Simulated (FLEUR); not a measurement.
# MnO2 (Pyrolusite): parallel and opposed starts

A self-consistent run ends on one state, which hangs on the start. Several orders of MnO2 (Pyrolusite) are started in FLEUR and their energies compared.

Main program and level: FLEUR MaX-R8.1; PBE; all-electron FLAPW, Dirac cores, scalar-relativistic bands.

The experiments to compare with:

“Local electronic structure of dilute hydrogen in beta-MnO2” (2024, arxiv:2401.02109) quotes from earlier work for MnO2, rutile (bulk crystal): moment (ordered Mn moment in helical phase) 2.34 μB [Earlier experimental value quoted in discussion; measurement temperature and sample not …].

### 1. The starting structure

It takes space group P4_2/mnm (No. 136, tetragonal). Conventional cell: a = 4.398 Å, b = 4.398 Å, c = 2.873 Å, α = 90.00°, β = 90.00°, γ = 90.00°. Nearest to Mn lie 6 O at 1.88 to 1.90 Å. Nearest to O lie 3 Mn at 1.88 to 1.90 Å. Farther neighbours and most contacts between anions are not listed.

As a file:

```cif
data_structure
_symmetry_space_group_name_H-M 'P4_2/mnm'
_symmetry_Int_Tables_number 136
_cell_length_a 4.3983
_cell_length_b 4.3983
_cell_length_c 2.8730
_cell_angle_alpha 90.000
_cell_angle_beta 90.000
_cell_angle_gamma 90.000
_cell_volume 55.58
loop_
_atom_site_label
_atom_site_type_symbol
_atom_site_symmetry_multiplicity
_atom_site_Wyckoff_symbol
_atom_site_fract_x
_atom_site_fract_y
_atom_site_fract_z
_atom_site_occupancy
Mn1 Mn 2 a 0.00000 0.00000 0.00000 1
O1 O 4 f 0.30515 0.30515 0.00000 1
```

### 2. Run 1 (ferro ++)

The parallel start is the test of whether parallel moments hold.

inpgen writes inp.xml from crystal.txt; cutoffs, mixing, functional, smearing and local orbitals are then set in the file. The k list default-1 (kpts.xml, not shown) is a Γ-centred 8×8×8 mesh; where the ranks do not divide the number of points, some are split in two of half the weight.

File inp.xml:

```
<?xml version="1.0" encoding="UTF-8" standalone="no"?>
<fleurInput fleurInputVersion="0.39">
   <comment>
      MnO2
   </comment>
   <calculationSetup>
      <cutoffs Kmax="4.4" Gmax="13.2" GmaxXC="13.2" numbands="0"/>
      <scfLoop itmax="90" minDistance="0.00002" maxIterBroyd="15" imix="Anderson" alpha="0.05" precondParam="0.0" spinf="2.0" sdNocoIR="T"/>
      <coreElectrons ctail="T" frcor="F" kcrel="0" coretail_lmax="0"/>
      <xcFunctional name="pbe" relativisticCorrections="F"/>
      <magnetism jspins="2"/>
      <soc l_soc="F" theta="0.0" phi="0.0" spav="F"/>
      <expertModes spex="0" secvar="F"/>
      <geometryOptimization l_f="F" forcealpha="1.0" forcemix="BFGS" epsdisp="0.00001" epsforce="0.00001"/>
      <ldaU l_linMix="F" mixParam="0.05" spinf="1.0"/>
   </calculationSetup>
   <cell>
      <bzIntegration valenceElectrons="54.0" mode="hist" fermiSmearingEnergy="0.00183747">
         <kPointListSelection listName="default-1"/>
         <xi:include xmlns:xi="http://www.w3.org/2001/XInclude" href="kpts.xml"> </xi:include>
      </bzIntegration>
      <xi:include xmlns:xi="http://www.w3.org/2001/XInclude" href="sym.xml"> </xi:include>
      <bulkLattice scale="1.0">
         <bravaisMatrix>
            <row-1>    8.3115824138281784     0.0000000000000000     0.0000000000000000</row-1>
            <row-2>    0.0000000000000000     8.3115824138281784     0.0000000000000000</row-2>
            <row-3>    0.0000000000000000     0.0000000000000000     5.4291831559758004</row-3>
         </bravaisMatrix>
      </bulkLattice>
   </cell>
   <atomSpecies>
      <species name="Manganese 4.500" element="Mn" atomicNumber="25">
         <mtSphere radius="2.21" gridPoints="731" logIncrement="0.017"/>
         <atomicCutoffs lmax="8" lnonsphr="6"/>
         <electronConfig flipSpins="F">
            <coreConfig>(1s1/2) (2s1/2) (2p1/2) (2p3/2)</coreConfig>
            <valenceConfig>(3s1/2) (3p1/2) (3p3/2) (4s1/2) (3d3/2) (3d5/2)</valenceConfig>
            <stateOccupation state="(3d3/2)" spinUp="1.75" spinDown="0.25"/>
            <stateOccupation state="(3d5/2)" spinUp="3.0" spinDown="0.0"/>
         </electronConfig>
         <energyParameters s="4" p="4" d="3" f="4"/>
         <lo type="SCLO" l="0" n="3" eDeriv="0"/>
         <lo type="SCLO" l="1" n="3" eDeriv="0"/>
      </species>
      <species name="Oxygen (O)" element="O" atomicNumber="8">
         <mtSphere radius="1.25" gridPoints="415" logIncrement="0.025"/>
         <atomicCutoffs lmax="6" lnonsphr="4"/>
         <electronConfig flipSpins="F">
            <coreConfig>(1s1/2)</coreConfig>
            <valenceConfig>(2s1/2) (2p1/2) (2p3/2)</valenceConfig>
            <stateOccupation state="(2p1/2)" spinUp="0.666667" spinDown="0.666667"/>
            <stateOccupation state="(2p3/2)" spinUp="1.333333" spinDown="1.333333"/>
         </electronConfig>
         <energyParameters s="2" p="2" d="3" f="4"/>
      </species>
   </atomSpecies>
   <atomGroups>
      <atomGroup species="Manganese 4.500">
         <relPos label="                   1">.0000000000 .0000000000 .0000000000</relPos>
         <relPos label="                   2">1.000/2.000 1.000/2.000 1.000/2.000</relPos>
         <force calculate="T" relaxXYZ="TTT"/>
      </atomGroup>
      <atomGroup species="Oxygen (O)">
         <relPos label="                   3">.3051500000 .3051500000 .0000000000</relPos>
         <relPos label="                   4">.1948500000 -.1948500000 1.000/2.000</relPos>
         <relPos label="                   5">-.3051500000 -.3051500000 .0000000000</relPos>
         <relPos label="                   6">-.1948500000 .1948500000 1.000/2.000</relPos>
         <force calculate="T" relaxXYZ="TTT"/>
      </atomGroup>
   </atomGroups>
   <output dos="F" band="F" slice="F">
      <bandDOS minEnergy="-.5*Htr" maxEnergy="0.5*Htr" sigma="0.015" storeEVData="T"/>
      <plotting iplot="0" polar="F">
         <plot TwoD="T" vec1="  1.0  0.0  0.0" vec2="  0.0  1.0  0.0" vec3="  0.0  0.0  1.0" zero="  0.0  0.0  0.0" file="plot"/>
      </plotting>
      <moessbauerParams electricFieldGradient="F" isomerShift="F" coreHyperfine="F" valenceHyperfine="F"/>
   </output>
</fleurInput>
```

File crystal.txt:

```
MnO2
&input film=F cartesian=F /
4.39830000000  0.00000000000  0.00000000000
0.00000000000  4.39830000000  0.00000000000
0.00000000000  0.00000000000  2.87300000000
1.8897261246
1.0 1.0 1.0

6
25 0.00000000000  0.00000000000  0.00000000000 : 4.500
25 0.50000000000  0.50000000000  0.50000000000 : 4.500
8 0.30515000000  0.30515000000  0.00000000000
8 0.19485000000  0.80515000000  0.50000000000
8 0.69485000000  0.69485000000  0.00000000000
8 0.80515000000  0.19485000000  0.50000000000

&kpt div1=8 div2=8 div3=8 gamma=T /
```

The run is started by

```
OMP_NUM_THREADS=1 inpgen -f crystal.txt > inpgen.log  # inp.xml is then edited as shown
OMP_NUM_THREADS=1 mpirun -n 4 fleur_MPI > fleur.log
```

The program printed:

```text
Welcome to FLEUR        (www.flapw.de)
      MaX-Release 8.1          (www.max-centre.eu)

 ========== k-point set info ==========
 Selected k-point list: default-1
 k-point list type: mesh
 0 x 0 x 0
 Number of k points: 76

 ------------Calculation Setup---------------------------
 Number of MPI-tasks      :            4
 Number of PE/node        :            4
 Number of OMP-threads    :            1
 k-points in parallel     :            4
 pe's per k-point         :            1
 No of k-point loops      :           19
 Eigenvalue solver        :       lapack
 Number of basis functions:          592
 Approximate size of matrices (H+S) per k-point:         0.005 GB
 --------------------------------------------------------
 Iteration:     1   Distance:      43.40222991 me/bohr^3
 Iteration:     2   Distance:      35.52381054 me/bohr^3
 Iteration:     3   Distance:      25.83840808 me/bohr^3
 Iteration:     4   Distance:      16.59344360 me/bohr^3
 Iteration:     5   Distance:      15.18906815 me/bohr^3
 Iteration:     6   Distance:       7.04874596 me/bohr^3
 Iteration:     7   Distance:       6.95758614 me/bohr^3
 Iteration:     8   Distance:       5.93155100 me/bohr^3
 Iteration:     9   Distance:       3.48606190 me/bohr^3
 Iteration:    10   Distance:       2.08458141 me/bohr^3
 Iteration:    11   Distance:       0.77779396 me/bohr^3
 Iteration:    12   Distance:       0.87895014 me/bohr^3
 Iteration:    13   Distance:       0.24707646 me/bohr^3
 Iteration:    14   Distance:       0.09809696 me/bohr^3
 Iteration:    15   Distance:       0.08481937 me/bohr^3
 Iteration:    16   Distance:       0.07368260 me/bohr^3
 Iteration:    17   Distance:       0.06875337 me/bohr^3
 Iteration:    18   Distance:       0.01532394 me/bohr^3
 Iteration:    19   Distance:       0.00973239 me/bohr^3
 Iteration:    20   Distance:       0.01009831 me/bohr^3
 Iteration:    21   Distance:       0.00186477 me/bohr^3
 Iteration:    22   Distance:       0.00266254 me/bohr^3
 Iteration:    23   Distance:       0.00052244 me/bohr^3
 Iteration:    24   Distance:       0.00007599 me/bohr^3
 Iteration:    25   Distance:       0.00007083 me/bohr^3
 Iteration:    26   Distance:       0.00001784 me/bohr^3

 ********************************************************************
 Run finished successfully
 Stop message:
   all done
 ********************************************************************

--- out.xml (last complete iteration) ---
<iteration numberForCurrentRun="   26" overallNumber="   26">
         <energyParameters units="Htr">
            <atomicEP atomType="1" spin="1" branch="4s" branchLowest="-2.73" branchHighest="2.13" value="0.0634294722"/>
            <atomicEP atomType="1" spin="1" branch="4p" branchLowest="-1.56" branchHighest="2.72" value="0.1879454828"/>
            <atomicEP atomType="1" spin="1" branch="3d" branchLowest="-9.99" branchHighest="0.32" value="0.1438977993"/>
            <atomicEP atomType="1" spin="1" branch="4f" branchLowest="-9.99" branchHighest="3.54" value="0.4938228484"/>
            <loAtomicEP atomType="1" spin="1" branch="3s" branchLowest="-26.91" branchHighest="-2.73" value="-2.7437272851"/>
            <loAtomicEP atomType="1" spin="1" branch="3p" branchLowest="-22.72" branchHighest="-1.56" value="-1.5927620518"/>
            <atomicEP atomType="2" spin="1" branch="2s" branchLowest="-18.37" branchHighest="1.60" value="-0.5952235177"/>
            <atomicEP atomType="2" spin="1" branch="2p" branchLowest="-9.99" branchHighest="1.72" value="-0.2267446837"/>
            <atomicEP atomType="2" spin="1" branch="3d" branchLowest="-9.99" branchHighest="7.57" value="0.0036004962"/>
            <atomicEP atomType="2" spin="1" branch="4f" branchLowest="-9.99" branchHighest="13.17" value="0.1633638150"/>
            <atomicEP atomType="1" spin="2" branch="4s" branchLowest="-2.61" branchHighest="2.22" value="0.0828801070"/>
            <atomicEP atomType="1" spin="2" branch="4p" branchLowest="-1.44" branchHighest="2.81" value="0.2031697416"/>
            <atomicEP atomType="1" spin="2" branch="3d" branchLowest="-9.99" branchHighest="0.43" value="0.2234203306"/>
            <atomicEP atomType="1" spin="2" branch="4f" branchLowest="-9.99" branchHighest="3.63" value="0.5056482106"/>
            <loAtomicEP atomType="1" spin="2" branch="3s" branchLowest="-26.86" branchHighest="-2.61" value="-2.6313091552"/>
            <loAtomicEP atomType="1" spin="2" branch="3p" branchLowest="-22.68" branchHighest="-1.44" value="-1.4829095127"/>
            <atomicEP atomType="2" spin="2" branch="2s" branchLowest="-18.37" branchHighest="1.61" value="-0.5886019763"/>
            <atomicEP atomType="2" spin="2" branch="2p" branchLowest="-9.99" branchHighest="1.73" value="-0.2210559890"/>
            <atomicEP atomType="2" spin="2" branch="3d" branchLowest="-9.99" branchHighest="7.58" value="0.0088786041"/>
            <atomicEP atomType="2" spin="2" branch="4f" branchLowest="-9.99" branchHighest="13.18" value="0.1686387739"/>
         </energyParameters>
         <bandgap value="0.1433676324" units="eV"/>
         <sumValenceSingleParticleEnergies value="-28.6357320529" units="Htr"/>
         <FermiEnergy value="0.2726406225" units="Htr"/>
         <valenceDensity>
            <mtCharges spin="1">
               <mtCharge atomType="1" total="8.1486853" s="1.1544934" p="3.2179758" d="3.6889130" f="0.0639100"/>
               <mtCharge atomType="2" total="1.9901353" s="0.6144721" p="1.3722545" d="0.0029578" f="0.0003830"/>
            </mtCharges>
            <mtCharges spin="2">
               <mtCharge atomType="1" total="5.4614616" s="1.1367939" p="3.1985160" d="1.0417233" f="0.0606819"/>
               <mtCharge atomType="2" total="1.9087348" s="0.6128471" p="1.2941182" d="0.0015032" f="0.0002291"/>
            </mtCharges>
            <spinDependentCharge spin="1" total="29.9954981" interstitial="5.7375863" mtSpheres="24.2579118"/>
            <spinDependentCharge spin="2" total="24.0045019" interstitial="5.4466395" mtSpheres="18.5578623"/>
            <totalCharge value="54.0000000000"/>
         </valenceDensity>
         <coreStates atomType="     1" atomicNumber=" 25" spin="1" kinEnergy="    526.7428681354" eigValSum="   -330.8307517324" lostElectrons=" 0.000000">
            <state n="1" l="0" j="0.5" energy="-235.7693768866" weight="1.0000000000"/>
            <state n="2" l="0" j="0.5" energy="-26.9050655025" weight="1.0000000000"/>
            <state n="2" l="1" j="0.5" energy="-22.9739188252" weight="1.0000000000"/>
            <state n="2" l="1" j="1.5" energy="-22.5911952591" weight="2.0000000000"/>
         </coreStates>
         <coreStates atomType="     1" atomicNumber=" 25" spin="2" kinEnergy="    527.2320576251" eigValSum="   -330.6769265500" lostElectrons=" 0.000000">
            <state n="1" l="0" j="0.5" energy="-235.7696006224" weight="1.0000000000"/>
            <state n="2" l="0" j="0.5" energy="-26.8581750428" weight="1.0000000000"/>
            <state n="2" l="1" j="0.5" energy="-22.9388400141" weight="1.0000000000"/>
            <state n="2" l="1" j="1.5" energy="-22.5551554353" weight="2.0000000000"/>
         </coreStates>
         <coreStates atomType="     2" atomicNumber="  8" spin="1" kinEnergy="     29.1578758749" eigValSum="    -18.3701809076" lostElectrons=" 0.000004">
            <state n="1" l="0" j="0.5" energy="-18.3701809076" weight="1.0000000000"/>
         </coreStates>
         <coreStates atomType="     2" atomicNumber="  8" spin="2" kinEnergy="     29.1630262486" eigValSum="    -18.3674146572" lostElectrons=" 0.000004">
            <state n="1" l="0" j="0.5" energy="-18.3674146572" weight="1.0000000000"/>
         </coreStates>
         <allElectronCharges>
            <spinDependentCharge spin="1" total="43.9954981" interstitial="5.7376008" mtSpheres="38.2578974"/>
            <spinDependentCharge spin="2" total="38.0045019" interstitial="5.4466540" mtSpheres="32.5578479"/>
            <totalCharge value="81.9999999945"/>
         </allElectronCharges>
         <magneticMomentsInMTSpheres units="muBohr">
            <globalMagMoment atomType="1" vec="0.00000   0.00000   2.68722"/>
            <localMagMoment atomType="1" vec="0.00000   0.00000   2.68722"/>
            <globalMagMoment atomType="2" vec="0.00000   0.00000   0.08140"/>
            <localMagMoment atomType="2" vec="0.00000   0.00000   0.08140"/>
         </magneticMomentsInMTSpheres>
         <moessbauerParams unitsHFF="kG" unitsIS="e/bohr^3" unitsEFG="Htr/bohr^2">
         </moessbauerParams>
         <totalEnergy value="    -2618.2798884765" units="Htr">
            <sumOfEigenvalues value="    -1498.6014708769">
               <coreElectrons value="-1469.9657388241"/>
               <valenceElectrons value="-28.6357320529"/>
            </sumOfEigenvalues>
            <densityCoulombPotentialIntegral value="-3965.3753781571"/>
            <densityEffectivePotentialIntegral value="-4144.9086060895"/>
            <chargeDenXCDenIntegral value="-138.6600495888"/>
            <FockExchangeEnergyValence value="0.0000000000"/>
            <FockExchangeEnergyCore value="0.0000000000"/>
            <atomTypeDependentContributions atomType="1">
               <electronNucleiInteractionDifferentMTs value="2758.2846272564"/>
               <MadelungTerm value="-20.4714108538"/>
            </atomTypeDependentContributions>
            <atomTypeDependentContributions atomType="2">
               <electronNucleiInteractionDifferentMTs value="337.8097444280"/>
               <MadelungTerm value="-26.6735024836"/>
            </atomTypeDependentContributions>
            <tkbTimesEntropy value="0.0001475689"/>
            <freeEnergy value="-2618.2800360454"/>
            <extrapolationTo0K value="-2618.2799622610"/>
         </totalEnergy>
         <densityConvergence units="me/bohr^3">
            <chargeDensity spin="1" distance="0.0000075006"/>
            <chargeDensity spin="2" distance="0.0000137858"/>
            <overallChargeDensity distance="0.0000132001"/>
            <spinDensity distance="0.0000178430"/>
         </densityConvergence>
      </iteration>
```

It took 91 s on 4 MPI ranks of Intel Xeon Platinum 8488C (Sapphire Rapids), shared host; peak memory 0.31 GiB.

Spin moment in the muffin-tin sphere by atom:

```csv
atom,spin moment in the muffin-tin sphere (μB)
Mn1,2.69
Mn2,2.69
O3,0.08
O4,0.08
O5,0.08
O6,0.08
```

Read from the output:

| Item | Value |
| --- | --- |
| free energy | -71247.0294 eV |
| program's band gap on this mesh (in a metal only a level spacing) | 0.1434 eV |
| magnetization | 5.991 μB |
| final state | ferromagnetic |

After 26 cycles the largest moment stands at 2.69 μB.

(Part 1 of 3 ends here.)

[Logs and program files are shortened in this print: banners, set-up blocks, solver, clock and traceback lines can be left out without a mark of their own.]

[Logs are printed without paths, hosts, clocks, repeated set-up lines and the standing remarks that a program may print on its own settings, such as how far it seeks lower states.]

[Hosts, paths, dates, database ids (printed as entryN), source tags and the programs' standing remarks are cut or masked in the printed files.]

[Where a cell is said to come from a database of computed structures, the database is the Materials Project.]
